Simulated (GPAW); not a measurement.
# N/W(100): work function by functional and basis, part 2 of 2

How far do functional and basis move the work function of N/W(100)?

GPAW 26.7.0; GPAW, PAW setups; slab in vacuum, relaxation (the session's first sound run).

So far, upper work function (eV): step 2 (relaxing the atoms, PBE, GPAW) 3.56; step 5 (self-consistent run: xc = "LDA") 3.98; step 6 (self-consistent run: xc = "revPBE") 3.38; step 7 (self-consistent run: xc = "RPBE") 3.37; step 8 (self-consistent run: xc = "vdW-DF2", GPAW, PAW setups, GPAW) 4.17.

## Step 9: Real-space grid: mode = "fd"

A real-space grid is a second complete basis, so it checks the plane-wave result.

The input, run.py:

```python
import json
import numpy as np
from ase import Atoms
from gpaw import GPAW

slab = Atoms(
    ['W', 'W', 'W', 'W', 'W', 'N'],
    positions=[
        [0.00000, 0.00000, 8.00000],
        [1.58000, 1.58000, 9.58000],
        [0.00000, 0.00000, 11.19085],
        [1.58000, 1.58000, 12.76264],
        [-0.00000, -0.00000, 14.52649],
        [1.58000, 1.58000, 14.87656]],
    cell=[[3.16, 0.0, 0.0], [0.0, 3.16, 0.0], [0.0, 0.0, 22.98038]],
    pbc=[True, True, False])

slab.calc = GPAW(mode='fd', h=0.18, xc='PBE', kpts={'size': (10, 10, 1), 'gamma': True},
                 occupations={'name': 'fermi-dirac', 'width': 0.1}, nbands='160%',
                 convergence={'density': 1e-05}, maxiter=200,
                 poissonsolver={'dipolelayer': 'xy'},
                 symmetry={'tolerance': 1e-3}, txt='slab.txt')
result = {}
energy = slab.get_potential_energy()
fermi = slab.calc.get_fermi_level()
v = slab.calc.get_electrostatic_potential().mean((0, 1)) - fermi
n = slab.calc.get_pseudo_density().mean((0, 1))
L = slab.cell[2, 2]
z = np.arange(len(v)) * L / len(v)
low, high = slab.positions[:, 2].min(), slab.positions[:, 2].max()
below, above = np.interp([low - 5.8, high + 5.8], z, v)
slopes = [np.interp(x, z, np.gradient(v, z)) for x in (low - 5.8, high + 5.8)]
eps = np.array([[slab.calc.get_eigenvalues(k, s) for k in range(len(slab.calc.get_ibz_k_points()))]
                for s in range(slab.calc.get_number_of_spins())]) - fermi
top, bottom = eps[eps < 0].max(), eps[eps > 0].min()
dipole = slab.get_dipole_moment()[2]
print(f'energy {energy:.4f} eV, Fermi level {fermi:.4f} eV, dipole {dipole:.5f} e A')
print(f'potential 5.8 A off the faces, from the Fermi level: lower {below:.4f} eV, upper {above:.4f} eV')
print(f'slope of the potential there: lower {slopes[0]:.5f}, upper {slopes[1]:.5f} eV/A')
print(f'nearest levels on the mesh: {top:.4f} and {bottom:.4f} eV')
print('magnetic moment', round(slab.get_magnetic_moment(), 3))
result.update(energy=energy, fermi=fermi, dipole=dipole, below=below, above=above, slopes=slopes, edges=[top, bottom],
              z=z.tolist(), v=v.tolist(), n=n.tolist(), positions=slab.positions.tolist(),
              forces=slab.get_forces(apply_constraint=False).tolist(), moments=slab.get_magnetic_moments().tolist())
json.dump(result, open('result.json', 'w'))
```

Launch:

```bash
OMP_NUM_THREADS=1 OPENBLAS_NUM_THREADS=1 python run.py
```

The job ended after 12 min (1 thread of Arm Neoverse V1, shared host; peak memory 1.1 GiB).

This step gave:

```
dipole along the normal                    : 0.03549 e·Å
levels nearest the Fermi level on the mesh : -7.47e-4, 0.006725 eV from the Fermi level
upper work function                        : 3.553 eV
lower work function                        : 4.196 eV
```

The upper face's work function is 3.553 eV, against 3.556 eV in the first plane-wave PBE run at this geometry.

## Step 10: Atomic orbitals: mode = "lcao"

Atom-centred orbitals end a few angstrom from the surface, which tests how much the density's tail matters.

Changes to run.py since step 9:

```diff
@@ -17,4 +17,4 @@
 
-slab.calc = GPAW(mode='fd', h=0.18, xc='PBE', kpts={'size': (10, 10, 1), 'gamma': True},
-                 occupations={'name': 'fermi-dirac', 'width': 0.1}, nbands='160%',
+slab.calc = GPAW(mode='lcao', basis='dzp', h=0.18, xc='PBE', kpts={'size': (10, 10, 1), 'gamma': True},
+                 occupations={'name': 'fermi-dirac', 'width': 0.1}, nbands='120%',
                  convergence={'density': 1e-05}, maxiter=200,
```

Run time: 17 min. Hardware: 1 thread; peak memory 0.45 GiB.

This step gave:

| Item | Value |
| --- | --- |
| dipole along the normal | 0.03181 e·Å |
| levels nearest the Fermi level on the mesh | -7.10e-4, 0.01403 eV from the Fermi level |
| upper work function | 3.600 eV |
| lower work function | 4.177 eV |

The upper face's work function is 3.600 eV, against 3.556 eV in the first plane-wave PBE run at this geometry.

## Step 11: All levels side by side

Times are for 1 thread of Arm Neoverse V1, shared host. Results by setting:

```csv
no.,run,upper work function (eV),lower work function (eV),time,memory (GiB)
1,pw,3.556,4.197,4.9 min,0.34
2,optPBE vdW,3.878,4.400,5.4 min,0.54
3,LDA,3.982,4.483,5 min,0.35
4,revPBE,3.382,4.065,5.1 min,0.34
5,RPBE,3.372,4.045,4.8 min,0.35
6,vdW DF2,4.167,4.564,5.5 min,0.54
7,fd,3.553,4.196,12 min,1.1
8,lcao,3.600,4.177,17 min,0.45
```

## Step 12: Side by side

Results and costs are gathered.

This step: comparison of work functions, dipole and cost (GPAW 26.7.0).

Ladder, by row:

```csv
step,code,"work function, upper (eV)","work function, lower (eV)",dipole (e Å),wall time (s),peak memory (GiB),threads
pw,GPAW,3.556,4.197,0.03552,295.9,0.34,1
optPBE-vdW,GPAW,3.878,4.4,0.02899,322.1,0.54,1
LDA,GPAW,3.982,4.483,0.02782,300.8,0.35,1
revPBE,GPAW,3.382,4.065,0.03786,304.5,0.34,1
RPBE,GPAW,3.372,4.045,0.03731,289,0.35,1
vdW-DF2,GPAW,4.167,4.564,0.02207,327.1,0.54,1
fd,GPAW,3.553,4.196,0.03549,731.4,1.11,1
lcao,GPAW,3.6,4.177,0.03181,998.3,0.45,1
```

## Step 13: A changed run

One more run, with changed settings.

This step: GPAW, PAW setups; slab in vacuum (GPAW 26.7.0).

Changes to run.py since step 10:

```diff
@@ -3,3 +3,4 @@
 from ase import Atoms
-from gpaw import GPAW
+from gpaw import GPAW, PW
+from gpaw.external import ConstantElectricField
 
@@ -17,6 +18,7 @@
 
-slab.calc = GPAW(mode='lcao', basis='dzp', h=0.18, xc='PBE', kpts={'size': (10, 10, 1), 'gamma': True},
-                 occupations={'name': 'fermi-dirac', 'width': 0.1}, nbands='120%',
-                 convergence={'density': 1e-05}, maxiter=200,
+slab.calc = GPAW(mode=PW(500), xc='PBE', kpts={'size': (10, 10, 1), 'gamma': True},
+                 occupations={'name': 'fermi-dirac', 'width': 0.1}, nbands='160%',
+                 convergence={'density': 1e-05}, maxiter=100,
                  poissonsolver={'dipolelayer': 'xy'},
+                 external=ConstantElectricField(3.0, [0, 0, 1]),
                  symmetry={'tolerance': 1e-3}, txt='slab.txt')
```

Wall time 15 min (1 thread); peak memory 0.63 GiB.

The run finished. A setting was moved off its sound value on purpose, so it serves as a test and not as the result.

The fault put into the input: a field far too strong (field = 3.0).

Side by side:

```csv
quantity,this run,sound run,difference
dipole along the normal (e·Å),2.3243,0.035519,2.29
```

One result that differs is the dipole along the normal, 2.32 e·Å against 0.0355 e·Å.

## Step 14: Results

```
work function, upper and lower face : 3.556 and 4.197 eV
dipole along the normal             : 0.0355 e Å
```

**Reading.** With plane waves and PBE the work function is 3.56 eV on the upper face and 4.20 eV on the lower. The two faces differ by 0.64 eV, the step that the slab's dipole makes (e p/(ε0 A) gives 0.64 eV), so the dipole layer is needed. Over the sound runs of the table the upper face's work function spans 3.372 (RPBE) to 4.167 eV (vdW-DF2). The cell of 9.99 Å² holds one N, started on one chosen site; other sites and coverages weren't tried. The in-plane lattice was kept as typed, which isn't the functional's own and leaves some strain; spin-orbit coupling and temperature are left out.

[Logs are printed without paths, hosts, clocks, repeated set-up lines and the standing remarks that a program may print on its own settings, such as how far it seeks lower states.]

[Hosts, paths, dates, database ids (printed as entryN), source tags and the programs' standing remarks are cut or masked in the printed files.]
